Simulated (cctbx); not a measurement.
# Sm3VN: precision against data quality

Space group Pm-3m (no. 221), a = 4.8830 Å, b = 4.8830 Å, c = 4.8830 Å, α = 90.00°, β = 90.00°, γ = 90.00°.

| atom | mult. | x | y | z | Ueq (Å²) |
| --- | --- | --- | --- | --- | --- |
| Sm1 | 3 | 0 | 1/2 | 1/2 | 0.0140 |
| V1 | 1 | 0 | 0 | 0 | 0.0267 |
| N1 | 1 | 1/2 | 1/2 | 1/2 | 0.0106 |

The model is made up (kin elements in a known structure type, no relaxation), so it says nothing on whether the phase exists.

Five simulated data sets (cctbx; Mo Kα, λ = 0.71073 Å; 6 % proportional error) differ in resolution or exposure (noise floor 2 counts in the first three, 8 in the last two). Each is refined with the right model, isotropic at 1.1 Å and anisotropic otherwise. How do the figures of merit and the uncertainties move?

| d min (Å) | top counts | ⟨I/σ⟩ (unmerged, absences included) | unique | param. (scale apart) | Rint | R1 | GooF | largest s.u. xyz (fractional) | s.u. U of N1 (Å²) | largest error (Å) |
| --- | --- | --- | --- | --- | --- | --- | --- | --- | --- | --- |
| 1.1 | 70000 | 15.6 | 20 | 3 | 0.048 | 0.0122 | 3.11 | 0.00000 | 0.0066 | 0.0000 |
| 0.84 | 70000 | 15.3 | 36 | 4 | 0.048 | 0.0073 | 0.91 | 0.00000 | 0.0009 | 0.0000 |
| 0.6 | 70000 | 13.9 | 85 | 4 | 0.049 | 0.0080 | 1.08 | 0.00000 | 0.0004 | 0.0000 |
| 0.75 | 300 | 1.9 | 49 | 4 | 0.265 | 0.0377 | 0.90 | 0.00000 | 0.0197 | 0.0000 |
| 0.75 | 3000 | 6.4 | 49 | 4 | 0.069 | 0.0103 | 0.90 | 0.00000 | 0.0026 | 0.0000 |

GooF reaches 3.11 where the model lacks something that the data hold (anisotropy at the isotropic level, for one). The s.u. of U for N1 goes 0.0066, 0.0009, 0.0004 Å² with resolution and 0.0197, 0.0026 Å² with exposure.

The 1.1 Å row also differs in its displacement model, so it isn't a clean test of resolution.

Hardware for the 0.6 Å refinement: 0.39 s on 1 thread of Arm Neoverse V2, on a shared host, peak memory 0.09 GiB.
